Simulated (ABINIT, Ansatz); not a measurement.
```json
{"subject": "BaNaH6Ir (F-43m): G0W0 with ABINIT, start to end", "lattice_ang": [[-0.0, 3.9225, 3.9225], [3.9225, -0.0, 3.9225], [3.9225, 3.9225, -0.0]], "atoms": [["Na", 0.25, 0.25, 0.25], ["Ba", 0.75, 0.75, 0.75], ["H", 0.785, 0.215, 0.215], ["H", 0.215, 0.785, 0.215], ["H", 0.785, 0.785, 0.215], ["H", 0.215, 0.785, 0.785], ["H", 0.785, 0.215, 0.785], ["H", 0.215, 0.215, 0.785], ["Ir", 0.0, 0.0, 0.0]], "method": "RPA screening on LDA, plane waves, norm-conserving pseudopotentials (and 2 further levels or steps)", "program": "ABINIT 10.8.3", "settings": "cutoff 38 Ha, PseudoDojo scalar-relativistic 0.4.1 standard, norm-conserving, ngkpt (2, 2, 2), nband 80, ecuteps 3.6 Ha, inclvkb 2, shiftk (0, 0, 0), symchi 1, awtr 1, frequency ppm, 2×2×2 k-mesh", "cost": "5 runs, 2.1 min in all on 4 MPI ranks of AMD EPYC 7R32 (Zen 2), shared host", "notes": "The program’s warnings: nproc spkpt=  >= nkpt= * nsppol=. The cell and positions are those that the Materials Project relaxed with its own functionals (PBE, PBE+U or r2SCAN), kept fixed. Limits: no spin polarisation; d states lean on the start; no spin-orbit coupling. The 2×2×2 mesh is coarse for this cell, which bears on the long-range parts of exchange and screening. The runs have no spin polarisation. For a closed low-spin shell that is the natural state; where a d or f shell is open it is a constraint, and the gap is then not the crystal’s own.", "results": {"lda_gap": "2.99 eV, indirect (only 30 meV under the direct gap)", "g0w0_gap_on_the_mesh": "4.14 eV", "gw_settings": "2×2×2 mesh, 80 bands, screening to 98 eV, Godby-Needs plasmon pole", "known_limits": "short of the basis limit; no spin polarisation; d states lean on the start; no spin-orbit coupling; coarse k mesh"}}
```

[Long decimals in the printed logs are rounded to 6 places.]

[Logs are printed without paths, hosts, clocks, repeated set-up lines and the standing remarks that a program may print on its own settings, such as how far it seeks lower states.]

[Paths, hosts, dates, memory and timing lines, banners, echoed tables and standing remarks are left out of the program output; an Ansatz launch command may be rebuilt from the run's recorded settings. Measured values are a selection of at most five: reports struck by readers or far from the other reports are left out. None is set beside runs whose start may be inverted or whose files or cutoffs have a known fault.]

[Runs of the session that timed out or met a known fault of the program may be left out.]

[Hosts, paths, dates, database ids (printed as entryN), source tags and the programs' standing remarks are cut or masked in the printed files.]

[G0W0 gaps are taken among the corrected bands and points alone; a level outside them can change the order at an edge.]

[Where Ansatz stands beside ABINIT at settings called matched, ABINIT's density can come from a denser mesh and the files from another edition; pairs whose starting gaps differed by over 0.03 eV were left out, so agreement reads better than it is.]
